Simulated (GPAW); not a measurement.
# A 4-layer slab of Al(100) in an electric field

Aim: the dipole that a field along the normal induces in a 4-layer slab of Al(100).

Calculated with GPAW 26.7.0; GPAW, PAW setups; slab in vacuum.

### Step 1. Starting point

The cell holds 4 atoms: 4 Al. Its edges and angles: a = 2.864 Å, b = 2.864 Å, c = 20.075 Å, α = 90.0°, β = 90.0°, γ = 90.0°. Vacuum lies along c.

Structure file:

```cif
data_structure
_symmetry_space_group_name_H-M 'P 1'
_symmetry_Int_Tables_number 1
_cell_length_a 2.8638
_cell_length_b 2.8638
_cell_length_c 20.0750
_cell_angle_alpha 90.000
_cell_angle_beta 90.000
_cell_angle_gamma 90.000
_cell_volume 164.64
loop_
_atom_site_label
_atom_site_type_symbol
_atom_site_fract_x
_atom_site_fract_y
_atom_site_fract_z
_atom_site_occupancy
Al1 Al 0.50000 0.50000 0.34869 1
Al2 Al 0.00000 0.00000 0.44956 1
Al3 Al 0.50000 0.50000 0.55044 1
Al4 Al 0.00000 0.00000 0.65131 1
```

### Step 2. Relaxation

The atoms are relaxed first, since the surface dipole, and with it the work function, follows the positions of the outer layers. The lowest 2 atoms are held at bulk positions and keep their forces.

run.py

```python
import json
import numpy as np
from ase import Atoms
from ase.constraints import FixAtoms
from ase.optimize import BFGS
from gpaw import GPAW, PW

slab = Atoms(
    ['Al', 'Al', 'Al', 'Al'],
    positions=[
        [1.43189, 1.43189, 7.00000],
        [0.00000, 0.00000, 9.02500],
        [1.43189, 1.43189, 11.05000],
        [0.00000, 0.00000, 13.07500]],
    cell=[[2.86378, 0.0, 0.0], [0.0, 2.86378, 0.0], [0.0, 0.0, 20.075]],
    pbc=[True, True, False])

slab.calc = GPAW(mode=PW(400), xc='PBE', kpts={'size': (11, 11, 1), 'gamma': True},
                 occupations={'name': 'fermi-dirac', 'width': 0.1}, nbands='140%',
                 convergence={'density': 0.0001}, maxiter=200,
                 poissonsolver={'dipolelayer': 'xy'},
                 symmetry={'tolerance': 1e-3, 'extra_ids': [1, 1, 0, 0]}, txt='slab.txt')
result = {}
slab.set_constraint(FixAtoms([0, 1]))
path = []
opt = BFGS(slab, maxstep=0.2)
opt.attach(lambda: path.append((slab.get_potential_energy(), slab.positions.tolist(), slab.get_forces().tolist())))
result['relaxed'] = bool(opt.run(fmax=0.05, steps=30))
result['path'] = path
energy = slab.get_potential_energy()
fermi = slab.calc.get_fermi_level()
v = slab.calc.get_electrostatic_potential().mean((0, 1)) - fermi
n = slab.calc.get_pseudo_density().mean((0, 1))
L = slab.cell[2, 2]
z = np.arange(len(v)) * L / len(v)
low, high = slab.positions[:, 2].min(), slab.positions[:, 2].max()
below, above = np.interp([low - 4.8, high + 4.8], z, v)
slopes = [np.interp(x, z, np.gradient(v, z)) for x in (low - 4.8, high + 4.8)]
eps = np.array([[slab.calc.get_eigenvalues(k, s) for k in range(len(slab.calc.get_ibz_k_points()))]
                for s in range(slab.calc.get_number_of_spins())]) - fermi
top, bottom = eps[eps < 0].max(), eps[eps > 0].min()
dipole = slab.get_dipole_moment()[2]
print(f'energy {energy:.4f} eV, Fermi level {fermi:.4f} eV, dipole {dipole:.5f} e A')
print(f'potential 4.8 A off the faces, from the Fermi level: lower {below:.4f} eV, upper {above:.4f} eV')
print(f'slope of the potential there: lower {slopes[0]:.5f}, upper {slopes[1]:.5f} eV/A')
print(f'nearest levels on the mesh: {top:.4f} and {bottom:.4f} eV')
print('magnetic moment', round(slab.get_magnetic_moment(), 3))
result.update(energy=energy, fermi=fermi, dipole=dipole, below=below, above=above, slopes=slopes, edges=[top, bottom],
              z=z.tolist(), v=v.tolist(), n=n.tolist(), positions=slab.positions.tolist(),
              forces=slab.get_forces(apply_constraint=False).tolist(), moments=slab.get_magnetic_moments().tolist())
json.dump(result, open('result.json', 'w'))
```

Launch:

```
$ OMP_NUM_THREADS=1 OPENBLAS_NUM_THREADS=1 python run.py
```

Log:

```text
Step          Energy          fmax
BFGS:    0      -13.983519        0.180311
BFGS:    1      -13.983999        0.170800
BFGS:    2      -13.988449        0.081752
BFGS:    3      -13.988870        0.109178
BFGS:    4      -13.989149        0.115055
BFGS:    5      -13.990077        0.115014
BFGS:    6      -13.990894        0.086642
BFGS:    7      -13.991697        0.026422
energy -13.9591 eV, Fermi level 0.4116 eV, dipole 0.00138 e A
potential 4.8 A off the faces, from the Fermi level: lower 4.2852 eV, upper 4.2574 eV
slope of the potential there: lower -0.00066, upper 0.00064 eV/A
nearest levels on the mesh: -0.0327 and 0.0028 eV
magnetic moment 0.0
```

It took 61 s on 1 thread of Arm Neoverse V2, shared host; peak memory 0.17 GiB.

Relaxation path:

| step | energy less that of the first step (eV) | largest force (eV/Å) |
| --- | --- | --- |
| 1 | 0.0000 | 0.1803 |
| 2 | -0.0005 | 0.1708 |
| 3 | -0.0055 | 0.0818 |
| 4 | -0.0062 | 0.1092 |
| 5 | -0.0065 | 0.1151 |
| 6 | -0.0077 | 0.1150 |
| 7 | -0.0085 | 0.0866 |
| 8 | -0.0092 | 0.0264 |

The atoms that moved most (Å):

| atom | dx | dy | dz | length |
| --- | --- | --- | --- | --- |
| Al4 | 0.000 | 0.000 | 0.111 | 0.111 |
| Al3 | 0.000 | 0.000 | 0.031 | 0.031 |

Final coordinates:

```cif
data_structure
_symmetry_space_group_name_H-M 'P 1'
_symmetry_Int_Tables_number 1
_cell_length_a 2.8638
_cell_length_b 2.8638
_cell_length_c 20.0750
_cell_angle_alpha 90.000
_cell_angle_beta 90.000
_cell_angle_gamma 90.000
_cell_volume 164.64
loop_
_atom_site_label
_atom_site_type_symbol
_atom_site_fract_x
_atom_site_fract_y
_atom_site_fract_z
_atom_site_occupancy
Al1 Al 0.50000 0.50000 0.34869 1
Al2 Al 0.00000 0.00000 0.44956 1
Al3 Al 0.50000 0.50000 0.55198 1
Al4 Al 0.00000 0.00000 0.65682 1
```

This step gave:

```yaml
dipole_along_the_normal: 0.001381 e·Å
levels_nearest_the_fermi_level_on_the_mesh: -0.03266, 0.002830 eV from the Fermi level
upper_work_function: 4.257 eV
lower_work_function: 4.285 eV
```

The electrostatic potential energy of an electron (without an applied field's), less the Fermi level, planar mean by z:

| z (Å) | electrostatic potential energy of an electron (without an applied field's), less the Fermi level, planar mean (eV) |
| --- | --- |
| 0.0 | 4.27 |
| 0.5 | 4.29 |
| 1.0 | 4.29 |
| 1.5 | 4.29 |
| 2.0 | 4.29 |
| 2.5 | 4.28 |
| 3.0 | 4.28 |
| 3.5 | 4.28 |
| 4.0 | 4.26 |
| 4.5 | 4.19 |
| 5.0 | 3.96 |
| 5.5 | 3.14 |
| 6.0 | 0.546 |
| 6.5 | -6.16 |
| 7.0 | -13.3 |
| 7.5 | -6.63 |
| 8.0 | -2.13 |
| 8.5 | -6.25 |
| 9.0 | -13.4 |
| 9.5 | -7.04 |
| 10.0 | -1.90 |
| 10.5 | -5.30 |
| 11.0 | -13.1 |
| 11.5 | -8.02 |
| 12.0 | -1.86 |
| 12.5 | -3.79 |
| 13.0 | -11.9 |
| 13.5 | -9.74 |
| 14.0 | -1.31 |
| 14.5 | 2.47 |
| 15.0 | 3.74 |
| 15.5 | 4.11 |
| 16.0 | 4.22 |
| 16.5 | 4.25 |
| 17.0 | 4.25 |
| 17.5 | 4.26 |
| 18.0 | 4.26 |
| 18.5 | 4.26 |
| 19.0 | 4.26 |
| 19.5 | 4.26 |

Table of pseudo valence density, planar mean by z:

| z (Å) | pseudo valence density, planar mean (e/Å³) |
| --- | --- |
| 2.5 | 1.9e-5 |
| 3.0 | 7.2e-5 |
| 3.5 | 2.6e-4 |
| 4.0 | 9.4e-4 |
| 4.5 | 0.00341 |
| 5.0 | 0.0115 |
| 5.5 | 0.0369 |
| 6.0 | 0.0928 |
| 6.5 | 0.159 |
| 7.0 | 0.134 |
| 7.5 | 0.194 |
| 8.0 | 0.195 |
| 8.5 | 0.195 |
| 9.0 | 0.132 |
| 9.5 | 0.188 |
| 10.0 | 0.193 |
| 10.5 | 0.194 |
| 11.0 | 0.138 |
| 11.5 | 0.184 |
| 12.0 | 0.185 |
| 12.5 | 0.188 |
| 13.0 | 0.149 |
| 13.5 | 0.153 |
| 14.0 | 0.121 |
| 14.5 | 0.0536 |
| 15.0 | 0.0181 |
| 15.5 | 0.00527 |
| 16.0 | 0.00152 |
| 16.5 | 4.1e-4 |
| 17.0 | 1.1e-4 |
| 17.5 | 3.1e-5 |
| 18.0 | 7.9e-6 |

The relaxation lowered the energy of the cell by 0.00921 eV (energies extrapolated to zero smearing; the optimiser's log prints free energies). The largest force left on a free atom is 0.026 eV/Å.

### Step 3. Plane waves, PBE

With the geometry fixed, the planar mean of the potential gives the vacuum level on each side.

Changes to run.py since step 2:

```diff
@@ -3,4 +3,2 @@
 from ase import Atoms
-from ase.constraints import FixAtoms
-from ase.optimize import BFGS
 from gpaw import GPAW, PW
@@ -12,4 +10,4 @@
         [0.00000, 0.00000, 9.02500],
-        [1.43189, 1.43189, 11.05000],
-        [0.00000, 0.00000, 13.07500]],
+        [1.43189, 1.43189, 11.08107],
+        [-0.00000, 0.00000, 13.18557]],
     cell=[[2.86378, 0.0, 0.0], [0.0, 2.86378, 0.0], [0.0, 0.0, 20.075]],
@@ -19,12 +17,6 @@
                  occupations={'name': 'fermi-dirac', 'width': 0.1}, nbands='140%',
-                 convergence={'density': 0.0001}, maxiter=200,
+                 convergence={'density': 1e-05}, maxiter=200,
                  poissonsolver={'dipolelayer': 'xy'},
-                 symmetry={'tolerance': 1e-3, 'extra_ids': [1, 1, 0, 0]}, txt='slab.txt')
+                 symmetry={'tolerance': 1e-3}, txt='slab.txt')
 result = {}
-slab.set_constraint(FixAtoms([0, 1]))
-path = []
-opt = BFGS(slab, maxstep=0.2)
-opt.attach(lambda: path.append((slab.get_potential_energy(), slab.positions.tolist(), slab.get_forces().tolist())))
-result['relaxed'] = bool(opt.run(fmax=0.05, steps=30))
-result['path'] = path
 energy = slab.get_potential_energy()
```

Log:

```text
energy -13.9591 eV, Fermi level 0.4114 eV, dipole 0.00122 e A
potential 4.8 A off the faces, from the Fermi level: lower 4.2852 eV, upper 4.2578 eV
slope of the potential there: lower -0.00063, upper 0.00061 eV/A
nearest levels on the mesh: -0.0326 and 0.0028 eV
magnetic moment 0.0
```

Wall time 11 s (1 thread); peak memory 0.16 GiB.

Numbers from this step:

```yaml
dipole_along_the_normal: 0.001224 e·Å
levels_nearest_the_fermi_level_on_the_mesh: -0.03265, 0.002839 eV from the Fermi level
upper_work_function: 4.258 eV
```

The electrostatic potential energy of an electron (without an applied field's), less the Fermi level, planar mean oscillates, so the rows of the table below give means over windows of 1 Å about each position, cut where the curve ends. Its maxima inside the range that stand out by 2 % of the span (Å: eV): 8.1: -2.10, 10.0: -1.81, 12.1: -1.53. Its minima: 7.0: -13.4, 9.0: -13.5, 11.1: -13.5, 13.2: -13.4.

Table of electrostatic potential energy of an electron (without an applied field's), less the Fermi level, planar mean by z; means over each step:

z (Å), electrostatic potential energy of an electron (without an applied field's), less the Fermi level, planar mean (eV) and a bar from the least value:
```
        0        4.3 ##############################
        1        4.3 ##############################
        2        4.3 ##############################
        3        4.3 ##############################
        4        4.3 ##############################
        5        3.9 #############################
        6       -0.2 #####################
        7      -10.6 
        8       -3.6 ##############
        9      -10.7 
       10       -3.4 ###############
       11      -10.6 
       12       -3.2 ###############
       13      -10.0 #
       14       -2.1 #################
       15        3.6 #############################
       16        4.2 ##############################
       17        4.3 ##############################
       18        4.3 ##############################
       19        4.3 ##############################
```

The pseudo valence density, planar mean oscillates, so the rows of the table below give means over windows of 1 Å about each position, cut where the curve ends. Its maxima inside the range that stand out by 2 % of the span (Å: e/Å³): 6.5: 0.159, 8.4: 0.199, 10.5: 0.196, 11.7: 0.191, 12.5: 0.189, 13.6: 0.162. Its minima: 6.9: 0.131, 9.0: 0.131, 11.1: 0.128, 12.1: 0.183, 13.2: 0.126.

Pseudo valence density, planar mean against z; means over each step:

z (Å), pseudo valence density, planar mean (e/Å³) and a bar:
```
        2      0.000 
        3      0.000 
        4      0.001 
        5      0.015 ##
        6      0.095 ###############
        7      0.155 ########################
        8      0.196 ##############################
        9      0.163 #########################
       10      0.194 ##############################
       11      0.161 #########################
       12      0.186 ############################
       13      0.158 ########################
       14      0.115 ##################
       15      0.022 ###
       16      0.002 
       17      0.000 
       18      0.000
```

Force by atom:

| atom | x (eV/Å) | y (eV/Å) | z (eV/Å) | size |
| --- | --- | --- | --- | --- |
| Al1 | 0.000 | 0.000 | -0.157 | 0.157 |
| Al2 | 0.000 | 0.000 | 0.153 | 0.153 |
| Al3 | 0.000 | 0.000 | 0.026 | 0.026 |
| Al4 | 0.000 | 0.000 | -0.022 | 0.022 |

The potential is flat to 6.3e-4 eV/Å where it is read, so the vacuum is wide enough.

### Step 4. Field on

A uniform field along the normal polarises the slab; the atoms stay fixed, so this is the electronic response alone.

Changes to run.py since step 3:

```diff
@@ -4,2 +4,3 @@
 from gpaw import GPAW, PW
+from gpaw.external import ConstantElectricField
 
@@ -19,2 +20,3 @@
                  poissonsolver={'dipolelayer': 'xy'},
+                 external=ConstantElectricField(-0.2, [0, 0, 1]),
                  symmetry={'tolerance': 1e-3}, txt='slab.txt')
```

Log:

```text
energy -13.9675 eV, Fermi level 0.4038 eV, dipole -0.08500 e A
potential 4.8 A off the faces, from the Fermi level: lower 3.3482 eV, upper 5.2234 eV
slope of the potential there: lower -0.00053, upper 0.00093 eV/A
nearest levels on the mesh: -0.0326 and 0.0027 eV
magnetic moment 0.0
```

Run time: 50 s. Hardware: 1 thread; peak memory 0.21 GiB.

Numbers from this step:

| Property | Result |
| --- | --- |
| dipole along the normal | -0.08500 e·Å |
| levels nearest the Fermi level on the mesh | -0.03261, 0.002708 eV from the Fermi level |
| potential below the slab, the applied field's own ramp left out | 3.348 eV from the Fermi level |
| potential above the slab, the applied field's own ramp left out | 5.223 eV from the Fermi level |

Table of electrostatic potential energy of an electron (without an applied field's), less the Fermi level, planar mean by z:

z (Å), electrostatic potential energy of an electron (without an applied field's), less the Fermi level, planar mean (eV) and a bar from the least value:
```
      0.0        4.3 #############################
      0.5        3.3 ###########################
      1.0        3.3 ###########################
      1.5        3.3 ###########################
      2.0        3.3 ###########################
      2.5        3.3 ###########################
      3.0        3.3 ###########################
      3.5        3.3 ###########################
      4.0        3.3 ###########################
      4.5        3.3 ###########################
      5.0        3.0 ###########################
      5.5        2.3 #########################
      6.0       -0.3 #####################
      6.5       -6.9 ###########
      7.0      -14.0 
      7.5       -7.1 ###########
      8.0       -2.5 ##################
      8.5       -6.6 ############
      9.0      -13.7 
      9.5       -7.2 ###########
     10.0       -1.9 ###################
     10.5       -5.2 ##############
     11.0      -13.0 ##
     11.5       -7.7 ##########
     12.0       -1.5 ####################
     12.5       -3.3 #################
     13.0      -11.4 ####
     13.5       -9.0 ########
     14.0       -0.5 #####################
     14.5        3.3 ###########################
     15.0        4.7 #############################
     15.5        5.1 ##############################
     16.0        5.2 ##############################
     16.5        5.2 ##############################
     17.0        5.2 ##############################
     17.5        5.2 ##############################
     18.0        5.2 ##############################
     18.5        5.2 ##############################
     19.0        5.2 ##############################
     19.5        5.2 ##############################
```

Force by atom:

| atom | x (eV/Å) | y (eV/Å) | z (eV/Å) | size |
| --- | --- | --- | --- | --- |
| Al1 | 0.000 | 0.000 | -0.160 | 0.160 |
| Al2 | 0.000 | 0.000 | 0.156 | 0.156 |
| Al3 | 0.000 | 0.000 | 0.029 | 0.029 |
| Al4 | 0.000 | 0.000 | -0.025 | 0.025 |

The dipole is now -0.0850 e Å, against 0.0012 in the run without a field.

### Step 5. In a field

Changes to run.py since step 4:

```diff
@@ -20,3 +20,3 @@
                  poissonsolver={'dipolelayer': 'xy'},
-                 external=ConstantElectricField(-0.2, [0, 0, 1]),
+                 external=ConstantElectricField(-0.1, [0, 0, 1]),
                  symmetry={'tolerance': 1e-3}, txt='slab.txt')
```

Log:

```text
energy -13.9611 eV, Fermi level 0.4081 eV, dipole -0.04187 e A
potential 4.8 A off the faces, from the Fermi level: lower 3.8157 eV, upper 4.7394 eV
slope of the potential there: lower -0.00057, upper 0.00076 eV/A
nearest levels on the mesh: -0.0326 and 0.0028 eV
magnetic moment 0.0
```

The job ended after 47 s (1 thread; peak memory 0.22 GiB).

Numbers from this step:

```
dipole along the normal                                         : -0.04187 e·Å
levels nearest the Fermi level on the mesh                      : -0.03262, 0.002769 eV from the Fermi level
potential below the slab, the applied field's own ramp left out : 3.816 eV from the Fermi level
potential above the slab, the applied field's own ramp left out : 4.739 eV from the Fermi level
```

Electrostatic potential energy of an electron (without an applied field's), less the Fermi level, planar mean against z:

z (Å), electrostatic potential energy of an electron (without an applied field's), less the Fermi level, planar mean (eV) and a bar from the least value:
```
      0.0        4.3 #############################
      0.5        3.8 ############################
      1.0        3.8 ############################
      1.5        3.8 ############################
      2.0        3.8 ############################
      2.5        3.8 ############################
      3.0        3.8 ############################
      3.5        3.8 ############################
      4.0        3.8 ############################
      4.5        3.7 ############################
      5.0        3.5 ############################
      5.5        2.7 ###########################
      6.0        0.1 ######################
      6.5       -6.5 ############
      7.0      -13.6 
      7.5       -6.9 ###########
      8.0       -2.3 ##################
      8.5       -6.4 ############
      9.0      -13.5 
      9.5       -7.1 ###########
     10.0       -1.9 ###################
     10.5       -5.3 ##############
     11.0      -13.1 #
     11.5       -7.9 #########
     12.0       -1.7 ####################
     12.5       -3.5 ################
     13.0      -11.7 ###
     13.5       -9.4 #######
     14.0       -0.9 #####################
     14.5        2.9 ###########################
     15.0        4.2 #############################
     15.5        4.6 ##############################
     16.0        4.7 ##############################
     16.5        4.7 ##############################
     17.0        4.7 ##############################
     17.5        4.7 ##############################
     18.0        4.7 ##############################
     18.5        4.7 ##############################
     19.0        4.7 ##############################
     19.5        4.7 ##############################
```

Force by atom:

| atom | x (eV/Å) | y (eV/Å) | z (eV/Å) | size |
| --- | --- | --- | --- | --- |
| Al1 | 0.000 | 0.000 | -0.159 | 0.159 |
| Al2 | 0.000 | 0.000 | 0.155 | 0.155 |
| Al3 | 0.000 | 0.000 | 0.028 | 0.028 |
| Al4 | 0.000 | 0.000 | -0.024 | 0.024 |

The dipole is now -0.0419 e Å, against 0.0012 in the run without a field.

### Step 6. In a field

Changes to run.py since step 5:

```diff
@@ -20,3 +20,3 @@
                  poissonsolver={'dipolelayer': 'xy'},
-                 external=ConstantElectricField(-0.1, [0, 0, 1]),
+                 external=ConstantElectricField(-0.05, [0, 0, 1]),
                  symmetry={'tolerance': 1e-3}, txt='slab.txt')
```

Log:

```text
energy -13.9596 eV, Fermi level 0.4099 eV, dipole -0.02031 e A
potential 4.8 A off the faces, from the Fermi level: lower 4.0502 eV, upper 4.4984 eV
slope of the potential there: lower -0.00060, upper 0.00068 eV/A
nearest levels on the mesh: -0.0326 and 0.0028 eV
magnetic moment 0.0
```

Run time: 41 s. Hardware: 1 thread; peak memory 0.21 GiB.

Electrostatic potential energy of an electron (without an applied field's), less the Fermi level, planar mean against z:

| z (Å) | electrostatic potential energy of an electron (without an applied field's), less the Fermi level, planar mean (eV) |
| --- | --- |
| 0.0 | 4.27 |
| 0.5 | 4.05 |
| 1.0 | 4.05 |
| 1.5 | 4.05 |
| 2.0 | 4.05 |
| 2.5 | 4.05 |
| 3.0 | 4.05 |
| 3.5 | 4.04 |
| 4.0 | 4.03 |
| 4.5 | 3.96 |
| 5.0 | 3.73 |
| 5.5 | 2.92 |
| 6.0 | 0.344 |
| 6.5 | -6.34 |
| 7.0 | -13.5 |
| 7.5 | -6.75 |
| 8.0 | -2.23 |
| 8.5 | -6.33 |
| 9.0 | -13.5 |
| 9.5 | -7.07 |
| 10.0 | -1.91 |
| 10.5 | -5.28 |
| 11.0 | -13.1 |
| 11.5 | -7.95 |
| 12.0 | -1.76 |
| 12.5 | -3.67 |
| 13.0 | -11.8 |
| 13.5 | -9.56 |
| 14.0 | -1.11 |
| 14.5 | 2.69 |
| 15.0 | 3.97 |
| 15.5 | 4.35 |
| 16.0 | 4.46 |
| 16.5 | 4.49 |
| 17.0 | 4.50 |
| 17.5 | 4.50 |
| 18.0 | 4.50 |
| 18.5 | 4.50 |
| 19.0 | 4.50 |
| 19.5 | 4.50 |

(Part 1 of 2 ends here.)

[Logs are printed without paths, hosts, clocks, repeated set-up lines and the standing remarks that a program may print on its own settings, such as how far it seeks lower states.]

[Hosts, paths, dates, database ids (printed as entryN), source tags and the programs' standing remarks are cut or masked in the printed files.]
